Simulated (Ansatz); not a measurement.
**TiSi2As4 monolayer in a perpendicular field**

Aim: how the TiSi2As4 monolayer screens a field along its normal, and what the field does to its bands. A positive field points along +c.

Method: plane-wave DFT, PBE-D3(BJ), Ansatz PAW, in Ansatz 0.2.0.

Report form: the programs' logs are mostly left out.

**1. The structure**

The cell holds 7 atoms: 4 As, 2 Si and 1 Ti. Its edges and angles: a = 3.630 Å, b = 3.630 Å, c = 49.195 Å, α = 90.0°, β = 90.0°, γ = 120.0°. Vacuum lies along c.

**2. Relaxing the slab**

The starting cell is a guess, so the in-plane lattice and the atoms are relaxed first, with the slab cut off from its images along the normal.

File input.yaml:

```yaml
crystal:
  lattice:
    - [3.63, 0.0, 0.0]
    - [-1.815, 3.1436722157, 0.0]
    - [0.0, 0.0, 49.1950835233]
  atoms:
    - { symbol: As, position: [0.0, 0.0, 0.4075610521] }
    - { symbol: Si, position: [0.3333333333, 0.6666666667, 0.4230498179] }
    - { symbol: As, position: [0.3333333333, 0.6666666667, 0.4683795509] }
    - { symbol: Ti, position: [0.0, 0.0, 0.5] }
    - { symbol: As, position: [0.3333333333, 0.6666666667, 0.5316204491] }
    - { symbol: Si, position: [0.3333333333, 0.6666666667, 0.5769501821] }
    - { symbol: As, position: [0.0, 0.0, 0.5924389479] }
  periodic: [true, true, false]
kpoints:
  mp_grid: { grid: [12, 12, 1] }
hamiltonian:
  xc: pbe
  dispersion: d3bj
scf:
  occupations: { method: fermi_dirac, width: 0.05 }
  convergence: { dr2_threshold: 1.0e-09 }
relax:
  f_tol: 0.004
  max_steps: 90
  cell: {}
output:
  write_potential: true
  write_density: true
  volumetric_format: npy
```

The run is started by

```bash
> ansatz run input.yaml --threads 4 --pin off --max-ram 6144MiB --backend cpu --events-out ev --progress --plain --runs-dir out
```

Elapsed: 90 s, on 4 threads of Intel Xeon Platinum 8488C (Sapphire Rapids), shared host; peak memory 1.3 GiB.

Relaxation path:

```
step  energy less that of the first step (eV)  largest force component (eV/Å)  volume (Å³)
   1                                   0.0000                          3.2210       561.39
   2                                  -1.2168                          0.9947       560.96
   3                                  -1.3740                          0.2093       559.68
   4                                  -1.3824                          0.0677       566.04
   5                                  -1.3829                          0.0081       567.61
   6                                  -1.3829                          0.0043       567.51
   7                                  -1.3829                          0.0001       567.57
  8*                                  -1.3831                          0.0001       567.57
```

Relaxation steps marked * repeat the geometry before them on a plane-wave basis chosen anew for their cell, so energy and pressure can jump there.

Forces are held to the 12 operations that the run works with; a distortion that breaks them can't arise in this run.

```
cell as run  before  after  change
      a (Å)   3.630  3.650  +0.5 %
      b (Å)   3.630  3.650  +0.5 %
```

The atoms that moved most (Å, along periodic axes as changes of fractional coordinates times the final cell, across vacuum about the mean position):

```
atom     dx     dy      dz  length
 As7  0.000  0.000   0.376   0.376
 As1  0.000  0.000  -0.376   0.376
 As5  0.000  0.000  -0.072   0.072
 As3  0.000  0.000   0.072   0.072
 Si6  0.000  0.000   0.038   0.038
 Si2  0.000  0.000  -0.038   0.038
```

Numbers from this step:

| Property | Result |
| --- | --- |
| energy at zero smearing | -23199.7539 eV |

The lattice constant a goes from 3.630 to 3.650 Å.

**3. Atoms held, field 0**

A sawtooth potential applies the field, turning back in the middle of the vacuum. With the dipole correction the typed value is the field outside the slab. The induced dipole is small, so the SCF threshold is tight.

The cell differs from the one that the last finished run ended in (c 49.195 → 27.846 Å).

File input.yaml:

```yaml
crystal:
  lattice:
    - [3.6499115511, 0.0, 0.0]
    - [-1.8249557756, 3.1609161248, 0.0]
    - [0.0, 0.0, 27.8464494906]
  atoms:
    - { symbol: As, position: [0.0, 0.0, 0.3232009884] }
    - { symbol: Si, position: [0.3333333333, 0.6666666667, 0.36270549] }
    - { symbol: As, position: [0.3333333333, 0.6666666667, 0.4467252525] }
    - { symbol: Ti, position: [0.0, 0.0, 0.5] }
    - { symbol: As, position: [0.3333333333, 0.6666666667, 0.5532747475] }
    - { symbol: Si, position: [0.3333333333, 0.6666666667, 0.63729451] }
    - { symbol: As, position: [0.0, 0.0, 0.6767990116] }
kpoints:
  mp_grid: { grid: [18, 18, 1] }
  band_path:
    path: [[0, 0, 0], [0.5, 0, 0], [0.33333333, 0.33333333, 0], [0, 0, 0]]
    npoints: 16
hamiltonian:
  xc: pbe
  dispersion: d3bj
scf:
  occupations: { method: fermi_dirac, width: 0.02585 }
  convergence: { dr2_threshold: 1.0e-10 }
efield:
  axis: 3
  dipole_correction: true
  ramp_position: 0.97
  ramp_width: 0.06
  amplitude: 0
output:
  dos: { projected: true, e_range: [-6, 5] }
  write_potential: true
  write_density: true
  volumetric_format: npy
  elf: true
```

Run time: 20 s. Hardware: 4 threads; peak memory 1.1 GiB.

Numbers from this step:

- energy at zero smearing: -23199.7564 eV
- work function, upper face: 5.034 eV
- dipole along the normal: -1.28e-6 e·Å

Running mean over a fixed 2.8 Å (it still follows the layers) of the planar mean; the ramp of the sawtooth is left out. Table of electron's electrostatic potential energy less the Fermi level by z:

```
z (Å)  electron's electrostatic potential energy less the Fermi level (eV)
    4                                                                 5.03
    5                                                                 5.03
    6                                                                 4.98
    7                                                                 4.08
    8                                                                 1.27
    9                                                                -3.64
   10                                                                -4.42
   11                                                                -3.08
   12                                                                -1.21
   13                                                                -4.04
   14                                                                -4.99
   15                                                                -3.61
   16                                                                -1.18
   17                                                                -3.48
   18                                                                -4.64
   19                                                                -2.95
   20                                                                 1.83
   21                                                                 4.39
   22                                                                 5.00
   23                                                                 5.03
   24                                                                 5.03
```

The density of states has structure finer than the step of the table below, so its rows give means over 0.2 eV, whole bins alone (the curve runs from -6 to 1.99 eV). Peaks (eV: height): -4.48: 11.9, -4.10: 8.48, -3.71: 11.3, -2.42: 12.1, -1.42: 11.3, -0.90: 14.3, 1.97: 12.1.

Density of states against energy, zero at the Fermi level; means over each step:

energy (eV), density of states (states/eV a cell) and a bar:
```
     -5.8        0.4 #
     -5.6        0.5 #
     -5.4        0.5 ##
     -5.2        1.3 ####
     -5.0        0.1 
     -4.8        0.6 ##
     -4.6        3.7 ############
     -4.4        3.7 ############
     -4.2        3.3 ##########
     -4.0        3.4 ###########
     -3.8        3.7 ############
     -3.6        4.7 ###############
     -3.4        2.9 #########
     -3.2        3.1 ##########
     -3.0        4.1 #############
     -2.8        3.2 ##########
     -2.6        5.1 ################
     -2.4        6.5 #####################
     -2.2        4.6 ###############
     -2.0        6.3 ####################
     -1.8        5.7 ##################
     -1.6        3.1 ##########
     -1.4        5.2 #################
     -1.2        4.5 ##############
     -1.0        9.4 ##############################
     -0.8        7.2 #######################
     -0.6        2.9 #########
     -0.4        1.8 ######
     -0.2        0.9 ###
      0.0        1.2 ####
      0.2        2.0 ######
      0.4        3.8 ############
      0.6        2.5 ########
      0.8        1.2 ####
      1.0        0.0 
      1.2        0.0 
      1.4        0.9 ###
      1.6        4.4 ##############
      1.8        4.8 ###############
```

Projected DOS per atom over height of the atomic layer and energy from the Fermi level. Layers: As Si As Ti As Si As from below.

Ten even steps from '0' (0.00 states/eV) to '9' (3.37 states/eV), each cell a mean:
```
1109011
0002000
0000000
0003000
0007000
0002000
0011100
1034301
2044402
2012102
3121213
2121212
2221222
2111112
1110111
1121211
1111111
1110111
0000000
0000000
0000000
0000000
```
Columns: height of the atomic layer (Å) from 9 to 18.8 (not evenly spaced); rows upwards: energy from the Fermi level (eV) from -5.96 to 1.96.

Electronic bands along the path, in eV, zero at the Fermi level:

```
  point  band 37  band 38  band 39  band 40  band 41  band 42  band 43  band 44
      Γ    -0.60    -0.60     0.05     0.05     0.70     2.31     2.36     2.74
halfway    -1.43    -0.95    -0.72    -0.62     0.39     1.83     1.90     2.42
      M    -1.81    -1.46    -1.12    -0.29    -0.05     1.53     1.55     1.92
halfway    -1.89    -1.87    -1.31    -0.90     0.49     1.55     1.85     2.23
      K    -2.51    -2.50    -1.41    -0.72     0.88     1.52     1.58     1.92
halfway    -1.58    -1.02    -0.95    -0.80     0.41     2.08     2.18     2.38
      Γ    -0.60    -0.60     0.05     0.05     0.70     2.31     2.36     2.74
```

Electrostatic potential energy in the ca plane at fractional y = 0.667, with atoms of Si and As within 0.2 Å of it. With pseudopotentials it is smooth inside the atoms' cores, unlike the true potential.

Values in eV, 6 rows by 16 columns, each cell a mean:
```
  6   6   6   6   6   6   4  -3   1   4   5   2  -4   2   5   4
  6   6   6   6   6   6   5  -1   0   4   4   2  -3   1   4   4
  6   6   6   6   6   6   5   1 -13  -5  -6  -8   0  -7  -7  -4
  6   6   6   6   6   6   6  -2 -29 -18  -6  -4  -1  -5  -5 -16
  6   6   6   6   6   6   5  -1 -27 -15  -8  -7   0  -7  -7 -13
  6   6   6   6   6   6   5   1  -6  -1  -2  -4   0  -4  -3   0
```
Columns run along c (16.0 Å, from fractional 0.06 to 0.63 of the cell; values clipped at the 3rd and 97th percentile), rows up along a (3.6 Å). Atoms in or near the plane, at fractional coordinates: Si at (0.36, 0.33), As at (0.45, 0.33), As at (0.55, 0.33).

Valence density in the ca plane at fractional y = 0.667, with atoms of Si and As within 0.2 Å of it. It is the smooth field of the valence electrons, not physical close to the nuclei.

Ten steps, logarithmic in the rise over the least value, from '0' (0 e/Å³) to '9' (26 e/Å³), each cell a mean:
```
00000000000000000001111100000011111111100000
00000000000000000001111100000000111110000000
00000000000000000001111110000011111111100000
00000000000000000000111111001122111112211001
00000000000000000000112111112343211123432111
00000000000000000000011111223786311136873221
00000000000000000000011001224898311148984221
00000000000000000000011111223686311136863221
00000000000000000000112211112343211123432111
00000000000000000000111111001111111111111001
```
Columns run along c (16.0 Å, from fractional 0.06 to 0.63 of the cell), rows up along a (3.6 Å). Atoms in or near the plane, at fractional coordinates: Si at (0.36, 0.33), As at (0.45, 0.33), As at (0.55, 0.33).

ELF in the ca plane at fractional y = 0.667, with atoms of Si and As within 0.2 Å of it. It is the smooth field of the valence electrons, not physical close to the nuclei.

Values, 6 rows by 16 columns, each cell a mean:
```
0.00 0.00 0.00 0.00 0.01 0.18 0.60 0.58 0.50 0.15 0.20 0.29 0.07 0.27 0.22 0.12
0.00 0.00 0.00 0.00 0.01 0.14 0.53 0.58 0.58 0.22 0.32 0.43 0.09 0.40 0.35 0.20
0.00 0.00 0.00 0.00 0.00 0.03 0.18 0.49 0.70 0.58 0.59 0.66 0.32 0.66 0.59 0.58
0.00 0.00 0.00 0.00 0.00 0.00 0.03 0.29 0.36 0.71 0.48 0.41 0.36 0.43 0.43 0.75
0.00 0.00 0.00 0.00 0.00 0.01 0.05 0.35 0.45 0.69 0.53 0.49 0.37 0.50 0.49 0.72
0.00 0.00 0.00 0.00 0.00 0.06 0.30 0.54 0.73 0.48 0.56 0.67 0.25 0.65 0.58 0.47
```
Columns run along c (16.0 Å, from fractional 0.06 to 0.63 of the cell), rows up along a (3.6 Å). Atoms in or near the plane, at fractional coordinates: Si at (0.36, 0.33), As at (0.45, 0.33), As at (0.55, 0.33).

The work function of the upper face is 5.03 eV.

**4. Single point, field 0.1 V/Å**

Changes to input.yaml since step 3:

```diff
@@ -29,5 +29,4 @@
   ramp_width: 0.06
-  amplitude: 0
+  amplitude: 0.1
 output:
-  dos: { projected: true, e_range: [-6, 5] }
   write_potential: true
@@ -35,2 +34 @@
   volumetric_format: npy
-  elf: true
```

Wall time 21 s (4 threads); peak memory 1.1 GiB.

The dipole is 0.0763 e·Å.

**5. Atoms held, field -0.1 V/Å**

Changes to input.yaml since step 4:

```diff
@@ -29,3 +29,3 @@
   ramp_width: 0.06
-  amplitude: 0.1
+  amplitude: -0.1
 output:
```

Wall time 20 s (4 threads); peak memory 1.1 GiB.

The dipole is -0.0763 e·Å.

**6. Response, atoms held**

This step: plane-wave DFT, PBE-D3(BJ), Ansatz PAW; response to a field along the normal, atoms held (Ansatz 0.2.0).

The dipoles give the slope, and the difference of two potentials shows where the field is screened.

This step gave:

* equivalent conductor thickness p/(ε₀AE): 11.97 Å
* distance between the outer atoms: 9.846 Å

The dipole of the cell by applied field:

```
applied field (V/Å)  dipole of the cell (e·Å)
            -0.1000                   -0.0763
             0.0000                   -1.3e-6
             0.1000                    0.0763
```

Local field over the applied field, running mean. From the potentials at -0.1 and 0.1 V/Å; running mean over 2.5 Å. Local field over applied field against z:

z (Å), local field over applied field and a bar:
```
      4.5      0.998 ##############################
      5.0      0.994 ##############################
      5.5      0.982 ##############################
      6.0      0.952 #############################
      6.5      0.885 ###########################
      7.0      0.761 #######################
      7.5      0.594 ##################
      8.0      0.417 ############
      8.5      0.245 #######
      9.0      0.113 ###
      9.5      0.060 #
     10.0      0.053 #
     10.5      0.057 #
     11.0      0.070 ##
     11.5      0.070 ##
     12.0      0.044 #
     12.5      0.029 
     13.0      0.030 
     13.5      0.022 
     14.0      0.016 
     14.5      0.025 
     15.0      0.030 
     15.5      0.031 
     16.0      0.053 #
     16.5      0.073 ##
     17.0      0.065 ##
     17.5      0.055 #
     18.0      0.054 #
     18.5      0.069 ##
     19.0      0.146 ####
     19.5      0.296 #########
     20.0      0.471 ##############
     20.5      0.648 ###################
     21.0      0.805 ########################
     21.5      0.911 ###########################
     22.0      0.965 #############################
     22.5      0.987 ##############################
     23.0      0.995 ##############################
     23.5      0.999 ##############################
```

Electrons, planar mean, per unit field. Induced electron density against z:

```
z (Å)  induced electron density (e/Å³ per V/Å)
  4.5                                   8.9e-6
  5.0                                   2.8e-5
  5.5                                   8.2e-5
  6.0                                   2.3e-4
  6.5                                   6.0e-4
  7.0                                  0.00143
  7.5                                  0.00281
  8.0                                  0.00346
  8.5                                  0.00142
  9.0                                   7.4e-4
  9.5                                   6.6e-4
 10.0                                 -0.00113
 10.5                                  -8.4e-4
 11.0                                   6.1e-4
 11.5                                   2.4e-4
 12.0                                   2.3e-4
 12.5                                   6.9e-4
 13.0                                  -1.1e-4
 13.5                                 -0.00106
 14.0                                   2.1e-4
 14.5                                  0.00108
 15.0                                  -3.0e-4
 15.5                                  -7.4e-4
 16.0                                  -9.1e-7
 16.5                                  -4.6e-4
 17.0                                  -3.8e-4
 17.5                                  0.00132
 18.0                                   4.8e-4
 18.5                                  -7.2e-4
 19.0                                  -8.0e-4
 19.5                                 -0.00216
 20.0                                 -0.00351
 20.5                                 -0.00236
 21.0                                 -0.00111
 21.5                                  -4.5e-4
 22.0                                  -1.7e-4
 22.5                                  -5.9e-5
 23.0                                  -2.0e-5
 23.5                                  -6.3e-6
```

By hand: between -0.1 and 0.1 V/Å the dipole changes by 0.1526 e·Å, a slope of 0.7629 e·Å²/V. A perfect conductor of thickness t has p = ε₀AEt, so t = 180.95 × 0.7629 / 11.537 = 11.97 Å (e/ε₀ = 180.95 V·Å, A in Å²).

The induced dipole is that of a conductor 11.97 Å thick.

**7. Outcome**

```
gap without field                          : none
work function, upper face                  : 5.03 eV
equivalent conductor thickness, atoms held : 12.0 Å
```

**Reading.** The induced dipole equals that of a perfect conductor 11.97 Å thick, while the outer atoms lie 9.85 Å apart. There is no gap over 0.03 eV, with or without the field. The main runs have no spin polarisation; a magnetic state could lie lower and would change these results. Spin-orbit coupling is left out. The outer anions sit over the metal atoms, one of several polytypes of such layers and not the lowest for every compound.

[Logs are printed without paths, hosts, clocks, repeated set-up lines and the standing remarks that a program may print on its own settings, such as how far it seeks lower states.]

[Hosts, paths, dates, database ids (printed as entryN), source tags and the programs' standing remarks are cut or masked in the printed files.]

[Maps of the electrostatic potential energy from Ansatz leave out the sawtooth potential of an applied field or a dipole correction, so their vacuum need not be flat; planar profiles and work functions include it.]

[The density of states shown here was stored with 400 of the rows of the run's finer table, so its peaks can read low, often by over a quarter, or be missed, and its means over a window can be off by a tenth or more.]
